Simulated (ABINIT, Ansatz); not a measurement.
## How the form of the self-energy moves the gap of SiC (F-43m)

How much does the gap of SiC (F-43m) depend on the approximation to the self-energy?

Main program and level: ABINIT 10.8.3; PBE and many-body steps on it, plane waves.

**The experiments to reproduce.**

- Gap 2.39 eV: band gap at cryogenic temperature; bulk crystal (literature value) (quoted in “Silicon carbide diodes for neutron detection”, 2020, arxiv:2009.14696).

- Gap 2.4 eV: Tauc optical (indirect) gap of annealed polycrystalline 3C-SiC; UV-VIS spectroscopic ellipsometry, Tauc analysis; film (CVD ultrathin polycrystalline film, annealed, about 5 nm grains) (“On-Demand CMOS-Compatible Fabrication of Ultrathin Self-Aligned SiC Nanowire Arrays”, 2018, pmc:6267454).

Most raw output is cut from this account.

**1. The starting structure**

Symmetry: F-43m, No. 216, cubic system. The conventional cell has a = 4.358 Å, b = 4.358 Å, c = 4.358 Å, α = 90.00°, β = 90.00°, γ = 90.00°. Si has 4 C at 1.89 Å nearest. Nearest to C lie 4 Si at 1.89 Å. Farther neighbours are not listed.

As a file:

```cif
data_structure
_symmetry_space_group_name_H-M 'F-43m'
_symmetry_Int_Tables_number 216
_cell_length_a 4.3580
_cell_length_b 4.3580
_cell_length_c 4.3580
_cell_angle_alpha 90.000
_cell_angle_beta 90.000
_cell_angle_gamma 90.000
_cell_volume 82.77
loop_
_atom_site_label
_atom_site_type_symbol
_atom_site_symmetry_multiplicity
_atom_site_Wyckoff_symbol
_atom_site_fract_x
_atom_site_fract_y
_atom_site_fract_z
_atom_site_occupancy
Si1 Si 4 a 0.00000 0.00000 0.00000 1
C1 C 4 d 0.25000 0.25000 0.75000 1
```

The cell and positions come from the Crystallography Open Database and are kept as given unless a step says otherwise.

**2. Empty states on the mesh, 8×8×8 mesh, 387 bands**

This step: ABINIT 10.8.3; DFT, PBE, plane waves, norm-conserving pseudopotentials.

The sums over transitions need many empty states on a uniform mesh; this step solves for them.

File run.abi:

```
acell 3*1.0 Angstrom
rprim 
  -0.000000000000 2.179000000000 2.179000000000
  2.179000000000 0.000000000000 2.179000000000
  2.179000000000 2.179000000000 -0.000000000000
ntypat 2
znucl 14 6
natom 2
typat 1 2
xred 
  0.000000000000 0.000000000000 0.000000000000
  0.250000000000 0.250000000000 0.250000000000
pp_dirpath "pseudos"
pseudos "Si.upf, C.upf"
ecut 37
ngkpt 8 8 8
nshiftk 1
shiftk 0 0 0
kptopt 1
chksymbreak 0
irdden 1
istwfk *1
nband 387
prtvol 0
optdriver 6
gwr_task "HDIAGO"
paral_kgb 0
occopt 1
indata_prefix "in"
outdata_prefix "out"
tmpdata_prefix "tmp"
```

Run with:

```sh
$ OMP_NUM_THREADS=1 mpirun -n 8 abinit run.abi > log
```

The job ended after 13 s (8 MPI ranks of Intel Xeon at 2.80GHz (Skylake/Cascade Lake), shared host; peak memory 1.4 GiB; 1.8 min of CPU time).

This step gave:

| Property | Result |
| --- | --- |
| gap | 1.361 eV |
| k of the valence top | 0, 0, 0 |
| k of the conduction bottom | 0.5, 0.5, 0 |
| least direct gap | 4.553 eV |
| k points computed | 29 |
| lowest point of the top converged band, above the valence top | 377.4434 eV |

On this mesh the gap is 1.361 eV.

The density comes from a self-consistent run that is not shown.

**3. Screening, 8×8×8 mesh, 157 bands, screening to 283 eV**

The RPA dielectric matrix is built and inverted for each q.

This step: RPA screening on PBE, plane waves, norm-conserving pseudopotentials.

run.abi, as its differences from that of step 2:

```diff
@@ -20,10 +20,11 @@
 chksymbreak 0
-irdden 1
 istwfk *1
-nband 387
-prtvol 0
-optdriver 6
-gwr_task "HDIAGO"
-paral_kgb 0
 occopt 1
+irdwfk 1
+optdriver 3
+nband 157
+ecuteps 10.4
+inclvkb 2
+awtr 1
+symchi 1
 indata_prefix "in"
```

It took 2.9 min on 8 MPI ranks; peak memory 2.6 GiB.

This step gave:

```yaml
eps_infinity_with_local_fields_on_this_mesh_along_the_program_s_q_direction: 6.671
the_same_without_local_fields: 7.311
plasma_frequency: 23.09 eV
plane_waves_in_the_screening_matrix: 229
```

Local fields lower ε∞ by 9 %.

**4. G0W0, Godby-Needs plasmon pole**

The self-energy is evaluated for the states that the input lists, and the levels follow from it, in one-shot runs by the linearised quasiparticle equation.

This step: G0W0 on PBE, plane waves, norm-conserving pseudopotentials.

run.abi, as its differences from that of step 3:

```diff
@@ -23,8 +23,17 @@
 irdwfk 1
-optdriver 3
+optdriver 4
 nband 157
+gwcalctyp 0
+ecutsigx 37
+symsigma 1
+nkptgw 2
+kptgw 
+  0.0000000000 0.0000000000 0.0000000000
+  0.5000000000 0.5000000000 0.0000000000
+bdgw 
+  2 8
+  3 6
 ecuteps 10.4
-inclvkb 2
-awtr 1
-symchi 1
+irdscr 1
+ppmodel 1
 indata_prefix "in"
```

Run time: 25 s. Hardware: 8 MPI ranks; peak memory 2.7 GiB.

This step gave:

| Property | Result |
| --- | --- |
| G0W0 gap on the points computed | 2.132 eV |
| starting gap on the mesh | 1.361 eV |
| k of the valence top | 0, 0, 0 |
| k of the conduction bottom | 0.5, 0.5, 0 |
| Z at the valence top | 0.792 |
| Z at the conduction bottom | 0.82 |
| least direct G0W0 gap on the computed points | 5.61 eV |

The gap on the mesh goes from 1.36 eV to 2.13 eV, a correction of +0.77 eV.

**5. G0W0, von der Linden-Horsch plasmon pole**

run.abi, as its differences from that of step 4:

```diff
@@ -37,3 +37,3 @@
 irdscr 1
-ppmodel 1
+ppmodel 3
 indata_prefix "in"
```

The job ended after 12 s (8 MPI ranks; peak memory 2.4 GiB).

This step gave:

- G0W0 gap on the points computed: 2.12 eV
- starting gap on the mesh: 1.361 eV
- k of the valence top: 0, 0, 0
- k of the conduction bottom: 0.5, 0.5, 0
- Z at the valence top: 0.819
- Z at the conduction bottom: 0.846
- least direct G0W0 gap on the computed points: 5.674 eV

Against G0W0 in ABINIT (8×8×8 mesh, 157 bands, screening to 283 eV, Godby-Needs plasmon pole), the gap moves by −0.012 eV.

**6. G0W0, Engel-Farid plasmon pole**

run.abi, as its differences from that of step 5:

```diff
@@ -37,3 +37,3 @@
 irdscr 1
-ppmodel 3
+ppmodel 4
 indata_prefix "in"
```

The job ended after 12 s (8 MPI ranks; peak memory 2.4 GiB; 94 s of CPU time).

This step gave:

```
G0W0 gap on the points computed              : 2.292 eV
starting gap on the mesh                     : 1.361 eV
k of the valence top                         : 0, 0, 0
k of the conduction bottom                   : 0.5, 0.5, 0
least direct G0W0 gap on the computed points : 5.755 eV
```

Against G0W0 in ABINIT (8×8×8 mesh, 157 bands, screening to 283 eV, Godby-Needs plasmon pole), the gap moves by +0.160 eV.

**7. One-shot Hartree-Fock**

This step: one-shot Hartree-Fock on PBE, plane waves, norm-conserving pseudopotentials.

run.abi, as its differences from that of step 6:

```diff
@@ -24,4 +24,4 @@
 optdriver 4
-nband 157
-gwcalctyp 0
+nband 8
+gwcalctyp 5
 ecutsigx 37
@@ -35,5 +35,4 @@
   3 6
-ecuteps 10.4
-irdscr 1
-ppmodel 4
+ixc_sigma 40
+fftgw 31
 indata_prefix "in"
```

Run with:

```sh
$ OMP_NUM_THREADS=2 mpirun -n 4 abinit run.abi > log
```

It took 2.9 s on 4 MPI ranks; peak memory 0.16 GiB.

This step gave:

```
quasiparticle gap on the points computed              : 8.056 eV
starting gap on the mesh                              : 1.361 eV
k of the valence top                                  : 0, 0, 0
k of the conduction bottom                            : 0.5, 0.5, 0
least direct quasiparticle gap on the computed points : 12.47 eV
```

Against G0W0 in ABINIT (8×8×8 mesh, 157 bands, screening to 283 eV, Godby-Needs plasmon pole), the gap moves by +5.924 eV.

**8. Screening, 8×8×8 mesh, 157 bands, screening to 283 eV**

This step: RPA screening on PBE, plane waves, norm-conserving pseudopotentials.

run.abi, as its differences from that of step 7:

```diff
@@ -23,16 +23,14 @@
 irdwfk 1
-optdriver 4
-nband 8
-gwcalctyp 5
-ecutsigx 37
-symsigma 1
-nkptgw 2
-kptgw 
-  0.0000000000 0.0000000000 0.0000000000
-  0.5000000000 0.5000000000 0.0000000000
-bdgw 
-  2 8
-  3 6
-ixc_sigma 40
-fftgw 31
+optdriver 3
+nband 157
+ecuteps 10.4
+inclvkb 2
+awtr 1
+symchi 1
+gwcalctyp 2
+nfreqre 16
+freqremax 40 eV
+nfreqim 8
+spmeth 1
+nomegasf 120
 indata_prefix "in"
```

Run with:

```sh
$ OMP_NUM_THREADS=1 mpirun -n 8 abinit run.abi > log
```

Run time: 7.9 min. Hardware: 8 MPI ranks; peak memory 3 GiB.

Numbers from this step:

```yaml
eps_infinity_with_local_fields_on_this_mesh_along_the_program_s_q_direction: 6.804
the_same_without_local_fields: 7.465
plasma_frequency: 23.09 eV
plane_waves_in_the_screening_matrix: 229
```

**9. G0W0, contour deformation**

This step: G0W0 on PBE, plane waves, norm-conserving pseudopotentials.

run.abi, as its differences from that of step 8:

```diff
@@ -23,14 +23,17 @@
 irdwfk 1
-optdriver 3
+optdriver 4
 nband 157
+gwcalctyp 2
+ecutsigx 37
+symsigma 1
+nkptgw 2
+kptgw 
+  0.0000000000 0.0000000000 0.0000000000
+  0.5000000000 0.5000000000 0.0000000000
+bdgw 
+  2 8
+  3 6
 ecuteps 10.4
-inclvkb 2
-awtr 1
-symchi 1
-gwcalctyp 2
-nfreqre 16
-freqremax 40 eV
-nfreqim 8
-spmeth 1
-nomegasf 120
+irdscr 1
+gwmem 01
 indata_prefix "in"
```

Elapsed: 26 s, on 8 MPI ranks; peak memory 2.1 GiB; 3.4 min of CPU time.

Numbers from this step:

```
G0W0 gap on the points computed              : 2.197 eV
starting gap on the mesh                     : 1.361 eV
k of the valence top                         : 0, 0, 0
k of the conduction bottom                   : 0.5, 0.5, 0
least direct G0W0 gap on the computed points : 5.611 eV
```

Against G0W0 in ABINIT (8×8×8 mesh, 157 bands, screening to 283 eV, Godby-Needs plasmon pole), the gap moves by +0.065 eV.

**10. Side by side**

Times are wall times on the hardware named with each run, good to a factor of about two. A run's time includes the screening step that it read.

```
                                     run   mesh  bands  screening cutoff (eV)  DFT gap (eV)  gap on the mesh (eV)  direct (eV)  ε∞ used     time
          G0W0, Godby-Needs plasmon pole  8×8×8    157                    283         1.361                 2.132        5.610     6.67  3.3 min
G0W0, von der Linden-Horsch plasmon pole  8×8×8    157                    283         1.361                 2.120        5.674     6.67  3.1 min
          G0W0, Engel-Farid plasmon pole  8×8×8    157                    283         1.361                 2.292        5.755     6.67  3.1 min
                   one-shot Hartree-Fock  8×8×8      -                      -         1.361                 8.056       12.471        -    2.9 s
               G0W0, contour deformation  8×8×8    157                    283         1.361                 2.197        5.611     6.80  8.3 min
```

**11. Results**

| Quantity | Value |
| --- | --- |
| G0W0, Godby-Needs plasmon pole | 2.132 eV |
| G0W0, von der Linden-Horsch plasmon pole | 2.120 eV |
| G0W0, Engel-Farid plasmon pole | 2.292 eV |
| one-shot Hartree-Fock | 8.056 eV |
| G0W0, contour deformation | 2.197 eV |
| known limits | not at the basis limit |

In words: G0W0, von der Linden-Horsch plasmon pole: −0.012 eV against G0W0, Godby-Needs plasmon pole. G0W0, Engel-Farid plasmon pole: +0.160 eV against G0W0, Godby-Needs plasmon pole. One-shot Hartree-Fock: +5.924 eV against G0W0, Godby-Needs plasmon pole. G0W0, contour deformation: +0.065 eV against G0W0, Godby-Needs plasmon pole. Bare exchange alone opens the gap to 8.06 eV; against G0W0, correlation takes back 5.92 eV. Against experiment, by G0W0, Godby-Needs plasmon pole: the gap of 2.13 eV lies −0.26 eV from the measured 2.39 eV (kind not stated, quoted 2020); the gap of 2.13 eV lies −0.27 eV from the measured 2.4 eV (indirect, 2018). These are gaps on the mesh, at modest bands and cutoff. The calculation has static nuclei and no excitons; a measured gap holds zero-point and thermal motion, which mostly lowers it. Bands and cutoff are finite, so the gap is not at the basis limit. The miss can reach some tenths of an eV and take either sign; the mesh is an error of its own. In the G0W0 runs levels were corrected at 2 k points alone, so a gap called «on the mesh» is the least over those, and an edge elsewhere would be missed.

[Paths, hosts, dates, memory and timing lines, banners, echoed tables and standing remarks are left out of the program output.]

[Logs are printed without paths, hosts, clocks, repeated set-up lines and the standing remarks that a program may print on its own settings, such as how far it seeks lower states.]

[Runs of the session that timed out or met a known fault of the program may be left out.]

[Hosts, paths, dates, database ids (printed as entryN), source tags and the programs' standing remarks are cut or masked in the printed files.]

[G0W0 gaps are taken among the corrected bands and points alone; a level outside them can change the order at an edge.]

[Where Ansatz stands beside ABINIT at settings called matched, ABINIT's density can come from a denser mesh and the files from another edition; pairs whose starting gaps differed by over 0.03 eV were left out, so agreement reads better than it is.]
